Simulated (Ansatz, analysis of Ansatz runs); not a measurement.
# N-H pair in ZnO: local vibrational mode against experiment, part 2 of 2

Subject: N-H pair in ZnO. Wanted: its local vibrational mode, in one set-up (PBE, 72-site cell, PBE lattice, 420 eV, k: the single point 1/4 1/4 1/4). The model is a cell of 72 host atoms with N put on another atom's site and H put in between. The frequencies come from force constants among the defect atom and its neighbours, with the masses of the isotopes named. A local or semilocal functional is the cheapest first rung.

Ansatz 0.2.0; PBE, 72-site cell, PBE lattice, 420 eV, k: the single point 1/4 1/4 1/4.

So far. Step 2 (Relaxation, charge 0): Neighbours of the added atoms: H73: N36 1.04, Zn38 2.08, Zn33 2.08 Å.

## 3. Local vibrational modes

A local mode lives on the defect and the atoms next to it, so only the sites listed in the input are displaced, which costs far fewer SCF runs than the whole cell would.

This step: plane-wave PAW DFT, PBE; finite-displacement force constants among the atoms nearest to a defect, the others at rest.

modes/input.yaml reads:

```yaml
crystal:
  lattice:
    - [9.83855992, 0.0, 0.0]
    - [-4.91927996, 8.52044282, 0.0]
    - [0.0, 0.0, 10.58650211]
  atoms:
    - { symbol: Zn, position: [0.107847886, 0.219695708, 0.249408574] }
    - { symbol: Zn, position: [0.220678, 0.109946328, 0.000256772] }
    - { symbol: O, position: [0.220021559, 0.109824608, 0.189780853] }
    - { symbol: O, position: [0.115776843, 0.225514135, 0.438880334] }
    - { symbol: Zn, position: [0.113660026, 0.224927442, 0.7472817] }
    - { symbol: Zn, position: [0.220895533, 0.108189882, 0.499646371] }
    - { symbol: O, position: [0.222447713, 0.110517408, 0.68929071] }
    - { symbol: O, position: [0.110454656, 0.221078545, 0.937094399] }
    - { symbol: Zn, position: [0.107813098, 0.55562225, 0.249672869] }
    - { symbol: Zn, position: [0.220001862, 0.443103208, -0.004298749] }
    - { symbol: O, position: [0.212350104, 0.439853186, 0.184711043] }
    - { symbol: O, position: [0.116220885, 0.555664836, 0.43916601] }
    - { symbol: Zn, position: [0.113696694, 0.556019451, 0.747197282] }
    - { symbol: Zn, position: [0.235949963, 0.449936718, 0.494433585] }
    - { symbol: O, position: [0.227214019, 0.447111278, 0.68505299] }
    - { symbol: O, position: [0.110374533, 0.555705975, 0.937065781] }
    - { symbol: Zn, position: [0.107813382, 0.88758469, 0.250026833] }
    - { symbol: Zn, position: [0.220826038, 0.776858019, 0.000178462] }
    - { symbol: O, position: [0.220102519, 0.77740351, 0.189756006] }
    - { symbol: O, position: [0.107736775, 0.886535732, 0.439603475] }
    - { symbol: Zn, position: [0.109986389, 0.888541538, 0.750432996] }
    - { symbol: Zn, position: [0.221343407, 0.778140313, 0.499553111] }
    - { symbol: O, position: [0.222530812, 0.778962152, 0.689189725] }
    - { symbol: O, position: [0.109490199, 0.887873139, 0.939994669] }
    - { symbol: Zn, position: [0.442786309, 0.222675127, 0.249963991] }
    - { symbol: Zn, position: [0.556067574, 0.111181046, 0.001618787] }
    - { symbol: O, position: [0.554393137, 0.111263257, 0.190651208] }
    - { symbol: O, position: [0.442667121, 0.216742296, 0.439591138] }
    - { symbol: Zn, position: [0.442903317, 0.219117137, 0.753032331] }
    - { symbol: Zn, position: [0.558881191, 0.112594988, 0.500756943] }
    - { symbol: O, position: [0.557121822, 0.112393653, 0.690310109] }
    - { symbol: O, position: [0.44307145, 0.22037874, 0.94149665] }
    - { symbol: Zn, position: [0.431215232, 0.550627471, 0.242087383] }
    - { symbol: Zn, position: [0.555253602, 0.443659297, -0.001108344] }
    - { symbol: O, position: [0.551827502, 0.443539348, 0.187808205] }
    - { symbol: "N", position: [0.465412424, 0.566864231, 0.435561378] }
    - { symbol: Zn, position: [0.447357972, 0.557757353, 0.750297766] }
    - { symbol: Zn, position: [0.550452442, 0.431452593, 0.509441197] }
    - { symbol: O, position: [0.55667229, 0.442255148, 0.696346426] }
    - { symbol: O, position: [0.443627723, 0.555190228, 0.939708136] }
    - { symbol: Zn, position: [0.442901021, 0.888504124, 0.249930596] }
    - { symbol: Zn, position: [0.555446793, 0.778342578, -0.001671343] }
    - { symbol: O, position: [0.552282778, 0.777074128, 0.187083372] }
    - { symbol: O, position: [0.443059406, 0.892704309, 0.43952467] }
    - { symbol: Zn, position: [0.443198646, 0.891358449, 0.752426769] }
    - { symbol: Zn, position: [0.551574603, 0.785155661, 0.507866865] }
    - { symbol: O, position: [0.556937386, 0.7819904, 0.695566373] }
    - { symbol: O, position: [0.443066006, 0.889408049, 0.941013869] }
    - { symbol: Zn, position: [0.776469898, 0.221975368, 0.250109363] }
    - { symbol: Zn, position: [0.889120123, 0.111046714, -0.000184118] }
    - { symbol: O, position: [0.886192931, 0.109498304, 0.189444991] }
    - { symbol: O, position: [0.780314512, 0.223282366, 0.439646287] }
    - { symbol: Zn, position: [0.779337921, 0.223435002, 0.750104531] }
    - { symbol: Zn, position: [0.89274221, 0.113070859, 0.499179014] }
    - { symbol: O, position: [0.891012516, 0.113109697, 0.688907038] }
    - { symbol: O, position: [0.777730856, 0.222124925, 0.939748698] }
    - { symbol: Zn, position: [0.772930422, 0.552874875, 0.250819822] }
    - { symbol: Zn, position: [0.889130422, 0.444287245, -2.921e-06] }
    - { symbol: O, position: [0.886135423, 0.444121979, 0.189692617] }
    - { symbol: O, position: [0.775854995, 0.552053274, 0.441213633] }
    - { symbol: Zn, position: [0.780642025, 0.556227485, 0.751233608] }
    - { symbol: Zn, position: [0.892928333, 0.445683618, 0.499191551] }
    - { symbol: O, position: [0.891018386, 0.445265342, 0.688921679] }
    - { symbol: O, position: [0.777994372, 0.555405317, 0.940434303] }
    - { symbol: Zn, position: [0.773132292, 0.887634499, 0.250607421] }
    - { symbol: Zn, position: [0.887663677, 0.776905912, 0.001602578] }
    - { symbol: O, position: [0.88509203, 0.776079228, 0.191185772] }
    - { symbol: O, position: [0.777004711, 0.890216335, 0.440715216] }
    - { symbol: Zn, position: [0.780630579, 0.891815143, 0.750890328] }
    - { symbol: Zn, position: [0.885609215, 0.775568096, 0.500282881] }
    - { symbol: O, position: [0.888248037, 0.777623589, 0.689916488] }
    - { symbol: O, position: [0.778215328, 0.889050001, 0.940120413] }
    - { symbol: H, position: [0.578191216, 0.617942498, 0.398827268] }
basis:
  ecutwfc: 420
  xc_grid: 2
hamiltonian:
  xc: pbe
kpoints:
  mp_grid: { grid: [1, 1, 1], shift: [0.25, 0.25, 0.25] }
scf:
  occupations: { method: fermi_dirac, width: 0.01 }
  max_iter: 120
output: {}
checkpoint:
  read: "../relax.run"
phonons:
  supercell: [1, 1, 1]
  displaced_sites: [32, 35, 37, 45, 72]
```

Command:

```sh
ansatz run input.yaml --threads 2 --pin off --max-ram 4710MiB --backend cpu --events-out ev --progress --plain --runs-dir out
```

Numbers of over 12 decimals in the logs are rounded to 6 here.

Output:

```text
[...]
Crystal: 73 atoms, lattice volume = 887.455 Å³
Basis set: ecut = 420 eV, 17351 PW (Γ), exchange–correlation on 144×144×144 points (8 copies of the dense FFT grid, shifted against one another)
Bands: 397, of which v1, the nominal top of the filled ones, is band 324 counted from 1 (323 counted from 0)
Symmetry: 1 space group operations
k-points: 1
[...]
Stability of the state it starts from, as read at its close in the unpolarized treatment: not read negative (Ritz values of 1 − χ₀K, real part plus size of imaginary part, from 1.1 to 1.4, by its mixing steps under no symmetry)
[...]
iter 1 solved again at ethr=1.22e-11 eV; its pass at ethr=3.10e-3 eV (dr2=7.89e-8 eV) is discarded
[...]
SCF iter   6: F=-139758.739893 eV  HF=-139758.739893 eV  |F-HF|=8.73e-11  |Δ(HF+E_count)|=  8.73e-11  Δρ=4.86e-8  dr2=2.42e-11  ethr=1.00e-12  ⟨swp⟩=4.0  Hψ=1337  notcnv=0
[...]
symmetry images taken by strict's conditions (phonons.symmetry_images: auto; settled by no image being taken that strict refuses)
  force constants formed among 5 of 73 sites (Zn 32, N 35, Zn 37, Zn 45, H 72); the other 68 at rest. The modes move the named sites alone.
  the frequencies, the zero-point energy and the sums are of the block with the acoustic sum rule laid on its rows. Row sums over every site: 3.1e-4 eV/Å² at the most
  transpose residual: 3.6e-4 eV/Å²
  largest component of a force at the reference: 9.8e-3 eV/Å on a named site, 3.4e-3 eV/Å on a site at rest
  frequencies among the named sites at Γ of the cell (cm⁻¹): 131.03 132.28 155.89 169.89 180.83 198.84 205.55 211.43 236.42 369.28 386.94 422.76 702.72 763.52 3207.64
  unstable modes among the named sites: 0
  frequencies as built, with no sum rule (cm⁻¹): 131.04 132.28 155.89 169.90 180.83 198.84 205.55 211.43 236.42 369.28 386.94 422.77 702.75 763.55 3207.64
  zero-point energy: 0.463393 eV/cell   skipped modes (ω ≤ 0): 0
  not written: the harmonic force-constant file, the file of eigenvectors (these modes' are written with the force constants), the density of states and the dispersion, which are of every site
[key lines of the parts left out:]
SCF converged after 6 iterations
Free energy (F): -139758.739893 eV
Fermi energy:    7.778358 eV
```

It took 35 min on 2 threads of Arm Neoverse V1, shared host; peak memory 2.1 GiB; 68 min of CPU time.

Read from the output:

| Property | Result |
| --- | --- |
| free energy | -139758.7399 eV |

The modes with the largest weight on the probed atoms (the light atom of a pair), for the masses of each isotope. Modes of the displaced atoms (local only where they lie over the host's phonons):

```csv
isotopes,mode (cm⁻¹),share of the defect atoms
H,3208,0.933
H,763.6,0.915
H,702.8,0.882
D,2344,0.872
D,567.7,0.768
D,536.5,0.62
```

## 4. Results

```yaml
distance_from_the_defect_atom_to_its_nearest_neighbour: 1.038 Å
n_h_stretch_1h: 3208 cm⁻¹
n_d_stretch_2h: 2344 cm⁻¹
time_of_the_whole_chain: 41 min on 2 threads
```

What this shows: N-H stretch, 1H: computed 3208 cm⁻¹, measured 3150.6 cm⁻¹; 57 cm⁻¹ (2 %) above the measurement. N-D stretch, 2H: computed 2344 cm⁻¹, measured 2339.7 cm⁻¹; 5 cm⁻¹ (0 %) above the measurement. The computed value is harmonic, while the measured line is the anharmonic fundamental, which for X–H stretches usually lies a few per cent lower. Only the named neighbours move, so modes near the host's band are approximate.

[Logs are printed without paths, hosts, clocks, repeated set-up lines and the standing remarks that a program may print on its own settings, such as how far it seeks lower states.]

[Hosts, paths, dates, database ids (printed as entryN), source tags and the programs' standing remarks are cut or masked in the printed files.]

[For some hosts the program warned that the k-mesh of the response run may be too coarse for force constants and the static dielectric constant; such warnings are not shown here.]
